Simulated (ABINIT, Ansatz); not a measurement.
## A GW chain in ABINIT: RbAsF6 (R-3)

Aim: the G0W0 gap of RbAsF6 (R-3) on PBEsol, step by step.

Method: PBEsol and many-body steps on it, plane waves, in ABINIT 10.8.3.

This is a report of a sequence of runs, with most program output left out.

### Step 1. Set-up

It takes space group R-3 (No. 148, trigonal). The conventional cell has a = 7.435 Å, b = 7.435 Å, c = 7.428 Å, α = 90.00°, β = 90.00°, γ = 120.00°. Rb has 12 F at 2.94 to 3.05 Å nearest. As has 6 F at 1.75 Å nearest. F has 1 As at 1.75 Å and 2 Rb at 2.94 to 3.05 Å nearest. Farther neighbours and most contacts between anions are not listed.

The cell and positions are those that the Materials Project relaxed with its own functionals (PBE, PBE+U or r2SCAN), kept fixed.

### Step 2. Ground state

This step: ABINIT 10.8.3; DFT, PBEsol, plane waves, norm-conserving pseudopotentials.

The ground-state density comes first.

File run.abi:

```
acell 3*1.0 Angstrom
rprim 
  3.717458802479 2.146275840312 2.475880428600
  -3.717458802479 2.146275840312 2.475880428600
  0.000000000000 -4.292551680625 2.475880428600
ntypat 3
znucl 37 33 9
natom 8
typat 1 2 3 3 3 3 3 3
xred 
  0.500000000000 0.500000000000 0.500000000000
  0.000000000000 0.000000000000 0.000000000000
  0.077414800000 0.712012140000 0.799611640000
  0.799611640000 0.077414800000 0.712012140000
  0.287987860000 0.200388360000 0.922585200000
  0.200388360000 0.922585200000 0.287987860000
  0.922585200000 0.287987860000 0.200388360000
  0.712012140000 0.799611640000 0.077414800000
pp_dirpath "pseudos"
pseudos "Rb.upf, As.upf, F.upf"
ecut 44
ngkpt 4 4 4
nshiftk 1
shiftk 0 0 0
kptopt 1
chksymbreak 0
nband 45
occopt 1
tolvrs 1e-10
nstep 60
prtwf 0
optforces 0
optstress 0
indata_prefix "in"
outdata_prefix "out"
tmpdata_prefix "tmp"
```

Started as:

```sh
$ OMP_NUM_THREADS=1 mpirun -n 4 abinit run.abi > log
```

Run time: 2 min. Hardware: 4 MPI ranks of Arm Neoverse V1, shared host; peak memory 0.54 GiB; 8.1 min of CPU time.

Numbers from this step:

```
total energy               : -13053.2846 eV
gap                        : 5.560 eV
k of the valence top       : 0, 0, 0
k of the conduction bottom : 0, 0, 0
least direct gap           : 5.560 eV
```

The gap is direct, at Γ.

### Step 3. Bands along the symmetry lines

The cheap functional maps the bands first; the places of the edges decide which points the dearer methods must see.

run.abi: that of step 2 with these lines changed.

```diff
@@ -21,14 +21,36 @@
 ecut 44
-ngkpt 4 4 4
-nshiftk 1
-shiftk 0 0 0
-kptopt 1
-chksymbreak 0
-nband 45
-occopt 1
-tolvrs 1e-10
-nstep 60
+iscf -2
+irdden 1
+kptopt 0
+nkpt 22
+kpt 
+  0.00000000 0.00000000 0.00000000
+  0.12500000 0.00000000 0.00000000
+  0.25000000 0.00000000 0.00000000
+  0.37500000 0.00000000 0.00000000
+  0.50000000 -0.00000000 0.00000000
+  0.50000000 -0.12500000 0.12500000
+  0.50000000 -0.25000000 0.25000000
+  0.50000000 -0.37500000 0.37500000
+  0.50000000 -0.50000000 0.50000000
+  0.47211353 -0.52788647 0.47211353
+  0.44422707 -0.55577293 0.44422707
+  0.41634061 -0.58365939 0.41634061
+  0.38845414 -0.61154586 0.38845414
+  0.38845414 0.38845414 0.38845414
+  0.29134061 0.29134061 0.29134061
+  0.19422707 0.19422707 0.19422707
+  0.09711353 0.09711353 0.09711353
+  0.00000000 0.00000000 0.00000000
+  0.12500000 -0.12500000 0.00000000
+  0.25000000 -0.25000000 0.00000000
+  0.37500000 -0.37500000 0.00000000
+  0.50000000 -0.50000000 0.00000000
+istwfk *1
+nband 44
+nbdbuf 2
+tolwfr 1e-08
+nstep 40
 prtwf 0
-optforces 0
-optstress 0
+prtvol 0
 indata_prefix "in"
```

It took 1.9 min on 4 MPI ranks; peak memory 0.5 GiB; 7.6 min of CPU time.

This step gave:

- gap: 5.560 eV
- k of the valence top: 0, 0, 0
- k of the conduction bottom: 0, 0, 0
- least direct gap: 5.560 eV

The gap is 5.560 eV, as in the run before at this level.

Electronic bands along the path, in eV, zero at the top of the highest filled band:

| point | band 34 | band 35 | band 36 | band 37 | band 38 | band 39 | band 40 | band 41 |
| --- | --- | --- | --- | --- | --- | --- | --- | --- |
| Γ | -0.55 | -0.34 | -0.34 | 0.00 | 5.56 | 10.09 | 11.70 | 11.70 |
| halfway | -0.56 | -0.30 | -0.22 | -0.02 | 5.92 | 10.06 | 11.10 | 11.51 |
| L | -0.57 | -0.27 | -0.13 | -0.04 | 6.30 | 9.92 | 10.75 | 11.61 |
| halfway | -0.70 | -0.22 | -0.15 | -0.12 | 6.33 | 10.74 | 11.22 | 11.36 |
| T | -0.62 | -0.26 | -0.11 | -0.11 | 6.45 | 11.03 | 11.29 | 11.29 |
| halfway | -0.65 | -0.25 | -0.11 | -0.11 | 6.46 | 11.02 | 11.32 | 11.32 |
| P0 | -0.70 | -0.20 | -0.12 | -0.12 | 6.48 | 10.97 | 11.36 | 11.36 |
| jump to P2 | -0.70 | -0.20 | -0.12 | -0.12 | 6.48 | 10.97 | 11.36 | 11.36 |
| halfway | -0.79 | -0.17 | -0.17 | -0.06 | 6.19 | 10.33 | 10.92 | 10.92 |
| Γ | -0.55 | -0.34 | -0.34 | 0.00 | 5.56 | 10.09 | 11.70 | 11.70 |
| halfway | -0.65 | -0.29 | -0.18 | -0.05 | 6.09 | 10.21 | 11.43 | 11.60 |
| F | -0.65 | -0.29 | -0.14 | -0.08 | 6.37 | 11.03 | 11.24 | 11.57 |

### Step 4. Empty states on the mesh, 2×2×2 mesh, 103 bands

The sums over transitions need many empty states on a uniform mesh; this step solves for them.

File run.abi:

```
acell 3*1.0 Angstrom
rprim 
  3.717458802479 2.146275840312 2.475880428600
  -3.717458802479 2.146275840312 2.475880428600
  0.000000000000 -4.292551680625 2.475880428600
ntypat 3
znucl 37 33 9
natom 8
typat 1 2 3 3 3 3 3 3
xred 
  0.500000000000 0.500000000000 0.500000000000
  0.000000000000 0.000000000000 0.000000000000
  0.077414800000 0.712012140000 0.799611640000
  0.799611640000 0.077414800000 0.712012140000
  0.287987860000 0.200388360000 0.922585200000
  0.200388360000 0.922585200000 0.287987860000
  0.922585200000 0.287987860000 0.200388360000
  0.712012140000 0.799611640000 0.077414800000
pp_dirpath "pseudos"
pseudos "Rb.upf, As.upf, F.upf"
ecut 44
ngkpt 2 2 2
nshiftk 1
shiftk 0 0 0
kptopt 1
chksymbreak 0
iscf -2
irdden 1
istwfk *1
nband 103
nbdbuf 8
tolwfr 1e-09
nstep 60
prtvol 0
indata_prefix "in"
outdata_prefix "out"
tmpdata_prefix "tmp"
```

Run time: 44 s. Hardware: 4 MPI ranks; peak memory 0.45 GiB; 2.9 min of CPU time.

Numbers from this step:

* gap: 5.560 eV
* k of the valence top: 0, 0, 0
* k of the conduction bottom: 0, 0, 0
* least direct gap: 5.560 eV
* k points computed: 4
* lowest point of the top converged band, above the valence top: 36.72 eV

On this mesh the gap is 5.560 eV.

### Step 5. Screening, 2×2×2 mesh, 95 bands, screening to 98 eV

The RPA dielectric matrix is built and inverted for each q.

This step: RPA screening on PBEsol, plane waves, norm-conserving pseudopotentials.

run.abi: that of step 4 with these lines changed.

```diff
@@ -26,10 +26,11 @@
 chksymbreak 0
-iscf -2
-irdden 1
 istwfk *1
-nband 103
-nbdbuf 8
-tolwfr 1e-09
-nstep 60
-prtvol 0
+occopt 1
+irdwfk 1
+optdriver 3
+nband 95
+ecuteps 3.6
+inclvkb 2
+awtr 1
+symchi 1
 indata_prefix "in"
```

It took 36 s on 4 MPI ranks; peak memory 1.4 GiB; 2.4 min of CPU time.

This step gave:

```
ε∞ with local fields, on this mesh, along the program's q direction : 1.979
the same without local fields                                       : 2.202
plasma frequency                                                    : 29.34 eV
plane waves in the screening matrix                                 : 249
```

Local fields lower ε∞ by 10 %. On a Γ-centred mesh this coarse the value itself is usually too large, while a short band sum pulls it down.

### Step 6. Self-energy, 2×2×2 mesh, 95 bands, screening to 98 eV

The self-energy is evaluated for the states that the input lists, and the levels follow from it, in one-shot runs by the linearised quasiparticle equation.

This step: G0W0 on PBEsol, plane waves, norm-conserving pseudopotentials.

run.abi: that of step 5 with these lines changed.

```diff
@@ -29,8 +29,15 @@
 irdwfk 1
-optdriver 3
+optdriver 4
 nband 95
+gwcalctyp 0
+ecutsigx 44
+symsigma 1
+nkptgw 1
+kptgw 
+  0.0000000000 0.0000000000 0.0000000000
+bdgw 
+  35 39
 ecuteps 3.6
-inclvkb 2
-awtr 1
-symchi 1
+irdscr 1
+ppmodel 1
 indata_prefix "in"
```

Elapsed: 6.2 s, on 4 MPI ranks; peak memory 0.94 GiB.

Numbers from this step:

- G0W0 gap on the points computed: 10.59 eV
- starting gap on the mesh: 5.560 eV
- k of the valence top: 0, 0, 0
- k of the conduction bottom: 0, 0, 0
- Z at the valence top: 0.819
- Z at the conduction bottom: 0.873
- least direct G0W0 gap on the computed points: 10.59 eV

The gap on the mesh goes from 5.56 eV to 10.59 eV, a correction of +5.02 eV.

Limits: finite bands, cutoff and mesh; no spin-orbit coupling; coarse k mesh. v1 is the top filled band, c1 the lowest empty one. Levels before and after the correction, in eV, zero at the valence-band top of each column:

|  | conduction bottom | valence top |
| --- | --- | --- |
| Kohn-Sham | 5.56 | 0.00 |
| G0W0 | 10.59 | 0.00 |

|  | level | energy (eV) |
| --- | --- | --- |
| Kohn-Sham | Γ v3-v2 | -0.344 |
| Kohn-Sham | Γ v1 | 0.000 |
| Kohn-Sham | Γ c1 | 5.560 |
| Kohn-Sham | Γ c2 | 10.088 |
| G0W0 | Γ v3-v2 | -0.394 |
| G0W0 | Γ v1 | 0.000 |
| G0W0 | Γ c1 | 10.585 |
| G0W0 | Γ c2 | 14.633 |

### Step 7. Where the time went

Times are wall times on 4 MPI ranks of Arm Neoverse V1, shared host, good to a factor of about two.

| step | time | share | memory (GiB) |
| --- | --- | --- | --- |
| ground state | 2 min | 38 % | 0.54 |
| bands along the symmetry lines | 1.9 min | 35 % | 0.5 |
| empty states on the mesh | 44 s | 14 % | 0.45 |
| screening | 36 s | 11 % | 1.4 |
| self-energy | 6.2 s | 2 % | 0.94 |

### Step 8. Results

```
PBEsol gap           : 5.56 eV, direct
G0W0 gap on the mesh : 10.59 eV
GW settings          : 2×2×2 mesh, 95 bands, screening to 98 eV, Godby-Needs plasmon pole
known limits         : not at the basis limit; no spin-orbit coupling; coarse k mesh
```

What this shows: G0W0 moves the gap on the mesh from 5.56 eV to 10.59 eV (+5.02 eV), with Z of 0.82 and 0.87 at the edges. Local fields lower the RPA ε∞ on this mesh from 2.20 to 1.98; a Γ-centred mesh this coarse tends to raise both, most where the direct gap is narrow, while a short band sum lowers them. Only 1 of the mesh's irreducible points was corrected, so a valley elsewhere could overtake. Bands and cutoff are finite, so the gap is not at the basis limit. The miss can reach some tenths of an eV and take either sign; the mesh is an error of its own. In the G0W0 run levels were corrected at 1 k point alone, so a gap called «on the mesh» is the least over those, and an edge elsewhere would be missed. The 2×2×2 mesh is coarse for this cell, which bears on the long-range parts of exchange and screening. The many-body steps are scalar-relativistic: spin-orbit coupling is not in them.

[Paths, hosts, dates, memory and timing lines, banners, echoed tables and standing remarks are left out of the program output.]

[Logs are printed without paths, hosts, clocks, repeated set-up lines and the standing remarks that a program may print on its own settings, such as how far it seeks lower states.]

[Runs of the session that timed out or met a known fault of the program may be left out.]

[Hosts, paths, dates, database ids (printed as entryN), source tags and the programs' standing remarks are cut or masked in the printed files.]

[G0W0 gaps are taken among the corrected bands and points alone; a level outside them can change the order at an edge.]

[Where Ansatz stands beside ABINIT at settings called matched, ABINIT's density can come from a denser mesh and the files from another edition; pairs whose starting gaps differed by over 0.03 eV were left out, so agreement reads better than it is.]
